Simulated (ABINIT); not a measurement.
# Calculated records

```cif
data_p2ir
_symmetry_space_group_name_H-M 'P2_1/c'
_symmetry_Int_Tables_number 14
_cell_length_a 5.7723
_cell_length_b 5.8067
_cell_length_c 5.8725
_cell_angle_alpha 90.000
_cell_angle_beta 111.251
_cell_angle_gamma 90.000
_cell_volume 183.45
loop_
_atom_site_label
_atom_site_type_symbol
_atom_site_symmetry_multiplicity
_atom_site_Wyckoff_symbol
_atom_site_fract_x
_atom_site_fract_y
_atom_site_fract_z
_atom_site_occupancy
P1 P 4 e 0.15801 0.88188 0.87029 1
P2 P 4 e 0.33432 0.37721 0.18855 1
Ir1 Ir 4 e 0.27187 0.49883 0.79158 1
_calc_subject 'Beyond one shot: P2Ir (P2_1/c)'
_calc_method 'RPA screening on LDA from quasiparticle energies, plane waves, norm-conserving pseudopotentials (and 5 further levels or steps)'
_calc_program 'ABINIT 10.8.3'
_calc_settings 'cutoff 24 Ha, PseudoDojo scalar-relativistic 0.4.1 standard, norm-conserving, potential set dojo-sr-lda-0.4.1-standard, ngkpt (2, 2, 2), nband 175, ecuteps 3.9 Ha, gwcalctyp 10, inclvkb 2, shiftk (0, 0, 0), symchi 1, awtr 1, frequency ppm, cycle 1, q points all but q = 0, 2×2×2 k-mesh'
_calc_cost '10 runs, 52 min in all on 8 MPI ranks of Intel Xeon 6975P-C (Granite Rapids), shared host'
_calc_notes 'The cell and positions are those that the Materials Project relaxed with its own functionals (PBE, PBE+U or r2SCAN), kept fixed. Limits: no spin polarisation; d states lean on the start; no spin-orbit coupling. The first cycle of evGW0 takes the full correction, without the factor Z, so it overshoots the one-shot value. The 2×2×2 mesh is coarse for this cell, which bears on the long-range parts of exchange and screening. The runs have no spin polarisation. For a closed low-spin shell that is the natural state; where a d or f shell is open it is a constraint, and the gap is then not the crystal’s own.'
_calc_g0w0 '1.350 eV'
_calc_evgw0_cycle_1 '1.421 eV'
_calc_evgw0_cycle_2 '1.313 eV'
_calc_evgw0_cycle_3 '1.330 eV'
_calc_evgw0_cycle_4 '1.327 eV'
_calc_evgw_cycle_1 '1.367 eV'
_calc_known_limits 'short of the basis limit; no spin polarisation; d states lean on the start; no spin-orbit coupling; coarse k mesh'
```

[Long decimals in the printed logs are rounded to 6 places.]

[Logs are printed without paths, hosts, clocks, repeated set-up lines and the standing remarks that a program may print on its own settings, such as how far it seeks lower states.]

[Paths, hosts, dates, memory and timing lines, banners, echoed tables and standing remarks are left out of the program output; an Ansatz launch command may be rebuilt from the run's recorded settings. Measured values are a selection of at most five: reports struck by readers or far from the other reports are left out. None is set beside runs whose start may be inverted or whose files or cutoffs have a known fault.]

[Runs of the session that timed out or met a known fault of the program may be left out.]

[Hosts, paths, dates, database ids (printed as entryN), source tags and the programs' standing remarks are cut or masked in the printed files.]

[G0W0 gaps are taken among the corrected bands and points alone; a level outside them can change the order at an edge.]

[Where Ansatz stands beside ABINIT at settings called matched, ABINIT's density can come from a denser mesh and the files from another edition; pairs whose starting gaps differed by over 0.03 eV were left out, so agreement reads better than it is.]
